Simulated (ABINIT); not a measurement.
**Converging GW for WS2 (Tungstenite) in ABINIT**

What does each rung of G0W0 on WS2 (Tungstenite) cost, and what does it buy?

Calculated with ABINIT 10.8.3; PBEsol and many-body steps on it, plane waves.

Report form: the programs' logs are mostly left out.

### Step 1. The structure

The structure is trigonal, space group R3m (No. 160). The conventional cell has a = 3.158 Å, b = 3.158 Å, c = 18.490 Å, α = 90.00°, β = 90.00°, γ = 120.00°. Nearest to W lie 6 S at 2.39 to 2.42 Å. S has 3 W at 2.39 Å nearest. S has 3 W at 2.42 Å nearest. Farther neighbours and most contacts between anions are not listed.

The cell and positions come from the Crystallography Open Database and are kept as given unless a step says otherwise. Spin-orbit coupling is left out unless a step names it.

### Step 2. Empty states on the mesh, 4×4×4 mesh, 649 bands

This step: ABINIT 10.8.3; DFT, PBEsol, plane waves, norm-conserving pseudopotentials.

The sums over transitions need many empty states on a uniform mesh; this step solves for them.

Contents of run.abi:

```
acell 3*1.0 Angstrom
rprim 
  1.579000000014 0.911636075086 6.163333333296
  -1.579000000014 0.911636075086 6.163333333296
  0.000000000000 -1.823272150090 6.163333333308
ntypat 2
znucl 74 16
natom 3
typat 1 2 2
xred 
  0.000000000000 0.000000000000 0.000000000000
  0.249700000000 0.249700000000 0.249700000000
  0.419000000000 0.419000000000 0.419000000000
pp_dirpath "pseudos"
pseudos "W.upf, S.upf"
ecut 31
ngkpt 4 4 4
nshiftk 1
shiftk 0 0 0
kptopt 1
chksymbreak 0
irdden 1
istwfk *1
nband 649
prtvol 0
optdriver 6
gwr_task "HDIAGO"
paral_kgb 0
occopt 1
indata_prefix "in"
outdata_prefix "out"
tmpdata_prefix "tmp"
```

On the command line:

```
> OMP_NUM_THREADS=1 mpirun -n 4 abinit run.abi > log
```

Elapsed: 96 s, on 4 MPI ranks of Arm Neoverse V2, shared host; peak memory 2.3 GiB.

Numbers from this step:

- gap: 1.324 eV
- k of the valence top: 0.5, 0.5, 0.5
- k of the conduction bottom: 0.25, 0, 0
- least direct gap: 2.290 eV
- k points computed: 13
- lowest point of the top converged band, above the valence top: 277.0717 eV

On this mesh the gap is 1.324 eV.

The density comes from a self-consistent run that is not shown.

### Step 3. Screening, 4×4×4 mesh, 91 bands, screening to 93.9 eV

The RPA dielectric matrix is built and inverted for each q.

This step: RPA screening on PBEsol, plane waves, norm-conserving pseudopotentials.

Edit run.abi of step 2 so:

```diff
@@ -21,10 +21,11 @@
 chksymbreak 0
-irdden 1
 istwfk *1
-nband 649
-prtvol 0
-optdriver 6
-gwr_task "HDIAGO"
-paral_kgb 0
 occopt 1
+irdwfk 1
+optdriver 3
+nband 91
+ecuteps 3.45
+inclvkb 2
+awtr 1
+symchi 1
 indata_prefix "in"
```

It took 2.3 min on 4 MPI ranks; peak memory 2.9 GiB.

This step gave:

| Property | Result |
| --- | --- |
| ε∞ with local fields, on this mesh, along the program's q direction | 10.40 |
| the same without local fields | 11.87 |
| plasma frequency | 25.95 eV |
| plane waves in the screening matrix | 111 |

Local fields lower ε∞ by 12 %.

### Step 4. 91 bands, 93.9 eV

The self-energy is evaluated for the states that the input lists, and the levels follow from it, in one-shot runs by the linearised quasiparticle equation.

This step: G0W0 on PBEsol, plane waves, norm-conserving pseudopotentials.

Edit run.abi of step 3 so:

```diff
@@ -24,8 +24,23 @@
 irdwfk 1
-optdriver 3
+optdriver 4
 nband 91
+gwcalctyp 0
+ecutsigx 31
+symsigma 1
+nkptgw 5
+kptgw 
+  0.5000000000 0.5000000000 0.5000000000
+  0.2500000000 0.0000000000 0.0000000000
+  0.0000000000 0.0000000000 0.0000000000
+  0.5000000000 0.0000000000 0.0000000000
+  0.5000000000 0.5000000000 0.0000000000
+bdgw 
+  11 15
+  12 15
+  12 15
+  12 15
+  12 15
 ecuteps 3.45
-inclvkb 2
-awtr 1
-symchi 1
+irdscr 1
+ppmodel 1
 indata_prefix "in"
```

It took 22 s on 4 MPI ranks; peak memory 2.2 GiB; 89 s of CPU time.

This step gave:

| Quantity | Value |
| --- | --- |
| G0W0 gap on the mesh | 1.844 eV |
| starting gap on the mesh | 1.324 eV |
| k of the valence top | 0.5, 0.5, 0.5 |
| k of the conduction bottom | 0.25, 0, 0 |
| Z at the valence top | 0.789 |
| Z at the conduction bottom | 0.796 |
| least direct G0W0 gap on the computed points | 2.859 eV |

The gap on the mesh goes from 1.32 eV to 1.84 eV, a correction of +0.52 eV.

### Step 5. Screening, 4×4×4 mesh, 137 bands, screening to 127.6 eV

This step: RPA screening on PBEsol, plane waves, norm-conserving pseudopotentials.

Edit run.abi of step 4 so:

```diff
@@ -24,23 +24,8 @@
 irdwfk 1
-optdriver 4
-nband 91
-gwcalctyp 0
-ecutsigx 31
-symsigma 1
-nkptgw 5
-kptgw 
-  0.5000000000 0.5000000000 0.5000000000
-  0.2500000000 0.0000000000 0.0000000000
-  0.0000000000 0.0000000000 0.0000000000
-  0.5000000000 0.0000000000 0.0000000000
-  0.5000000000 0.5000000000 0.0000000000
-bdgw 
-  11 15
-  12 15
-  12 15
-  12 15
-  12 15
-ecuteps 3.45
-irdscr 1
-ppmodel 1
+optdriver 3
+nband 137
+ecuteps 4.69
+inclvkb 2
+awtr 1
+symchi 1
 indata_prefix "in"
```

Elapsed: 3.8 min, on 4 MPI ranks; peak memory 3.7 GiB; 15 min of CPU time.

Numbers from this step:

```
ε∞ with local fields, on this mesh, along the program's q direction : 10.24
the same without local fields                                       : 11.88
plasma frequency                                                    : 25.95 eV
plane waves in the screening matrix                                 : 167
```

### Step 6. 137 bands, 127.6 eV

This step: G0W0 on PBEsol, plane waves, norm-conserving pseudopotentials.

Edit run.abi of step 5 so:

```diff
@@ -24,8 +24,23 @@
 irdwfk 1
-optdriver 3
+optdriver 4
 nband 137
+gwcalctyp 0
+ecutsigx 31
+symsigma 1
+nkptgw 5
+kptgw 
+  0.5000000000 0.5000000000 0.5000000000
+  0.2500000000 0.0000000000 0.0000000000
+  0.0000000000 0.0000000000 0.0000000000
+  0.5000000000 0.0000000000 0.0000000000
+  0.5000000000 0.5000000000 0.0000000000
+bdgw 
+  11 15
+  12 15
+  12 15
+  12 15
+  12 15
 ecuteps 4.69
-inclvkb 2
-awtr 1
-symchi 1
+irdscr 1
+ppmodel 1
 indata_prefix "in"
```

Run time: 40 s. Hardware: 4 MPI ranks; peak memory 3.1 GiB; 2.6 min of CPU time.

This step gave:

```
G0W0 gap on the mesh                         : 1.853 eV
starting gap on the mesh                     : 1.324 eV
k of the valence top                         : 0.5, 0.5, 0.5
k of the conduction bottom                   : 0.25, 0, 0
Z at the valence top                         : 0.786
Z at the conduction bottom                   : 0.794
least direct G0W0 gap on the computed points : 2.842 eV
```

Against G0W0 in ABINIT (4×4×4 mesh, 91 bands, screening to 93.9 eV, Godby-Needs plasmon pole), the gap moves by +0.009 eV.

### Step 7. Screening, 4×4×4 mesh, 202 bands, screening to 169 eV

This step: RPA screening on PBEsol, plane waves, norm-conserving pseudopotentials.

Edit run.abi of step 6 so:

```diff
@@ -24,23 +24,8 @@
 irdwfk 1
-optdriver 4
-nband 137
-gwcalctyp 0
-ecutsigx 31
-symsigma 1
-nkptgw 5
-kptgw 
-  0.5000000000 0.5000000000 0.5000000000
-  0.2500000000 0.0000000000 0.0000000000
-  0.0000000000 0.0000000000 0.0000000000
-  0.5000000000 0.0000000000 0.0000000000
-  0.5000000000 0.5000000000 0.0000000000
-bdgw 
-  11 15
-  12 15
-  12 15
-  12 15
-  12 15
-ecuteps 4.69
-irdscr 1
-ppmodel 1
+optdriver 3
+nband 202
+ecuteps 6.21
+inclvkb 2
+awtr 1
+symchi 1
 indata_prefix "in"
```

The job ended after 6.9 min (4 MPI ranks; peak memory 4.9 GiB).

Numbers from this step:

* ε∞ with local fields, on this mesh, along the program's q direction: 10.20
* the same without local fields: 11.88
* plasma frequency: 25.95 eV
* plane waves in the screening matrix: 283

### Step 8. 202 bands, 169 eV

This step: G0W0 on PBEsol, plane waves, norm-conserving pseudopotentials.

Edit run.abi of step 7 so:

```diff
@@ -24,8 +24,23 @@
 irdwfk 1
-optdriver 3
+optdriver 4
 nband 202
+gwcalctyp 0
+ecutsigx 31
+symsigma 1
+nkptgw 5
+kptgw 
+  0.5000000000 0.5000000000 0.5000000000
+  0.2500000000 0.0000000000 0.0000000000
+  0.0000000000 0.0000000000 0.0000000000
+  0.5000000000 0.0000000000 0.0000000000
+  0.5000000000 0.5000000000 0.0000000000
+bdgw 
+  11 15
+  12 15
+  12 15
+  12 15
+  12 15
 ecuteps 6.21
-inclvkb 2
-awtr 1
-symchi 1
+irdscr 1
+ppmodel 1
 indata_prefix "in"
```

Wall time 1.7 min (4 MPI ranks); peak memory 4.5 GiB; 7 min of CPU time.

Numbers from this step:

* G0W0 gap on the mesh: 1.876 eV
* starting gap on the mesh: 1.324 eV
* k of the valence top: 0.5, 0.5, 0.5
* k of the conduction bottom: 0.25, 0, 0
* least direct G0W0 gap on the computed points: 2.852 eV

Against G0W0 in ABINIT (4×4×4 mesh, 137 bands, screening to 127.6 eV, Godby-Needs plasmon pole), the gap moves by +0.023 eV.

### Step 9. Screening, 4×4×4 mesh, 304 bands, screening to 225.3 eV

This step: RPA screening on PBEsol, plane waves, norm-conserving pseudopotentials.

Edit run.abi of step 8 so:

```diff
@@ -24,23 +24,8 @@
 irdwfk 1
-optdriver 4
-nband 202
-gwcalctyp 0
-ecutsigx 31
-symsigma 1
-nkptgw 5
-kptgw 
-  0.5000000000 0.5000000000 0.5000000000
-  0.2500000000 0.0000000000 0.0000000000
-  0.0000000000 0.0000000000 0.0000000000
-  0.5000000000 0.0000000000 0.0000000000
-  0.5000000000 0.5000000000 0.0000000000
-bdgw 
-  11 15
-  12 15
-  12 15
-  12 15
-  12 15
-ecuteps 6.21
-irdscr 1
-ppmodel 1
+optdriver 3
+nband 304
+ecuteps 8.28
+inclvkb 2
+awtr 1
+symchi 1
 indata_prefix "in"
```

Elapsed: 11 min, on 4 MPI ranks; peak memory 6.8 GiB; 45 min of CPU time.

This step gave:

- ε∞ with local fields, on this mesh, along the program's q direction: 10.18
- the same without local fields: 11.88
- plasma frequency: 25.95 eV
- plane waves in the screening matrix: 399

### Step 10. 304 bands, 225.3 eV

This step: G0W0 on PBEsol, plane waves, norm-conserving pseudopotentials.

Edit run.abi of step 9 so:

```diff
@@ -24,8 +24,23 @@
 irdwfk 1
-optdriver 3
+optdriver 4
 nband 304
+gwcalctyp 0
+ecutsigx 31
+symsigma 1
+nkptgw 5
+kptgw 
+  0.5000000000 0.5000000000 0.5000000000
+  0.2500000000 0.0000000000 0.0000000000
+  0.0000000000 0.0000000000 0.0000000000
+  0.5000000000 0.0000000000 0.0000000000
+  0.5000000000 0.5000000000 0.0000000000
+bdgw 
+  11 15
+  12 15
+  12 15
+  12 15
+  12 15
 ecuteps 8.28
-inclvkb 2
-awtr 1
-symchi 1
+irdscr 1
+ppmodel 1
 indata_prefix "in"
```

Wall time 4.1 min (4 MPI ranks); peak memory 6.6 GiB.

Numbers from this step:

- G0W0 gap on the mesh: 1.886 eV
- starting gap on the mesh: 1.324 eV
- k of the valence top: 0.5, 0.5, 0.5
- k of the conduction bottom: 0.25, 0, 0
- least direct G0W0 gap on the computed points: 2.855 eV

Against G0W0 in ABINIT (4×4×4 mesh, 202 bands, screening to 169 eV, Godby-Needs plasmon pole), the gap moves by +0.010 eV.

### Step 11. Screening, 4×4×4 mesh, 445 bands, screening to 292.8 eV

This step: RPA screening on PBEsol, plane waves, norm-conserving pseudopotentials.

Edit run.abi of step 10 so:

```diff
@@ -24,23 +24,8 @@
 irdwfk 1
-optdriver 4
-nband 304
-gwcalctyp 0
-ecutsigx 31
-symsigma 1
-nkptgw 5
-kptgw 
-  0.5000000000 0.5000000000 0.5000000000
-  0.2500000000 0.0000000000 0.0000000000
-  0.0000000000 0.0000000000 0.0000000000
-  0.5000000000 0.0000000000 0.0000000000
-  0.5000000000 0.5000000000 0.0000000000
-bdgw 
-  11 15
-  12 15
-  12 15
-  12 15
-  12 15
-ecuteps 8.28
-irdscr 1
-ppmodel 1
+optdriver 3
+nband 445
+ecuteps 10.76
+inclvkb 2
+awtr 1
+symchi 1
 indata_prefix "in"
```

Elapsed: 27 min, on 4 MPI ranks; peak memory 13 GiB; 1.8 h of CPU time.

Numbers from this step:

* ε∞ with local fields, on this mesh, along the program's q direction: 10.17
* the same without local fields: 11.88
* plasma frequency: 25.95 eV
* plane waves in the screening matrix: 611

### Step 12. 445 bands, 292.8 eV

This step: G0W0 on PBEsol, plane waves, norm-conserving pseudopotentials.

Edit run.abi of step 11 so:

```diff
@@ -24,8 +24,23 @@
 irdwfk 1
-optdriver 3
+optdriver 4
 nband 445
+gwcalctyp 0
+ecutsigx 31
+symsigma 1
+nkptgw 5
+kptgw 
+  0.5000000000 0.5000000000 0.5000000000
+  0.2500000000 0.0000000000 0.0000000000
+  0.0000000000 0.0000000000 0.0000000000
+  0.5000000000 0.0000000000 0.0000000000
+  0.5000000000 0.5000000000 0.0000000000
+bdgw 
+  11 15
+  12 15
+  12 15
+  12 15
+  12 15
 ecuteps 10.76
-inclvkb 2
-awtr 1
-symchi 1
+irdscr 1
+ppmodel 1
 indata_prefix "in"
```

The job ended after 13 min (4 MPI ranks; peak memory 13 GiB).

This step gave:

```yaml
g0w0_gap_on_the_mesh: 1.894 eV
starting_gap_on_the_mesh: 1.324 eV
k_of_the_valence_top: 0.5, 0.5, 0.5
k_of_the_conduction_bottom: 0.25, 0, 0
least_direct_g0w0_gap_on_the_computed_points: 2.860 eV
```

Against G0W0 in ABINIT (4×4×4 mesh, 304 bands, screening to 225.3 eV, Godby-Needs plasmon pole), the gap moves by +0.008 eV.

### Step 13. The runs together

Times are wall times on 4 MPI ranks of Arm Neoverse V2, shared host, good to a factor of about two. A run's time includes the screening step that it read.

| run | mesh | bands | screening cutoff (eV) | DFT gap (eV) | gap on the mesh (eV) | direct (eV) | ε∞ used | time |
| --- | --- | --- | --- | --- | --- | --- | --- | --- |
| 91 bands, 93.9 eV | 4×4×4 | 91 | 93.9 | 1.324 | 1.844 | 2.859 | 10.40 | 2.7 min |
| 137 bands, 127.6 eV | 4×4×4 | 137 | 127.6 | 1.324 | 1.853 | 2.842 | 10.24 | 4.4 min |
| 202 bands, 169 eV | 4×4×4 | 202 | 169 | 1.324 | 1.876 | 2.852 | 10.20 | 8.7 min |
| 304 bands, 225.3 eV | 4×4×4 | 304 | 225.3 | 1.324 | 1.886 | 2.855 | 10.18 | 15 min |
| 445 bands, 292.8 eV | 4×4×4 | 445 | 292.8 | 1.324 | 1.894 | 2.860 | 10.17 | 40 min |

### Step 14. What came out

* 91 bands, 93.9 eV: 1.844 eV
* 137 bands, 127.6 eV: 1.853 eV
* 202 bands, 169 eV: 1.876 eV
* 304 bands, 225.3 eV: 1.886 eV
* 445 bands, 292.8 eV: 1.894 eV
* known limits: not at the basis limit; no spin-orbit coupling

**Reading.** From the first rung to the last the gap moves by +0.05 eV for 15 times the time. A denser mesh or path gives a starting gap of 0.97 eV: the GW mesh misses a band edge, so its gaps are not the fundamental one. The many-body steps are scalar-relativistic: spin-orbit coupling is not in them.

[Paths, hosts, dates, memory and timing lines, banners, echoed tables and standing remarks are left out of the program output.]

[Logs are printed without paths, hosts, clocks, repeated set-up lines and the standing remarks that a program may print on its own settings, such as how far it seeks lower states.]

[Runs of the session that timed out or met a known fault of the program may be left out.]

[Hosts, paths, dates, database ids (printed as entryN), source tags and the programs' standing remarks are cut or masked in the printed files.]

[G0W0 gaps are taken among the corrected bands and points alone; a level outside them can change the order at an edge.]

[Where Ansatz stands beside ABINIT at settings called matched, ABINIT's density can come from a denser mesh and the files from another edition; pairs whose starting gaps differed by over 0.03 eV were left out, so agreement reads better than it is.]
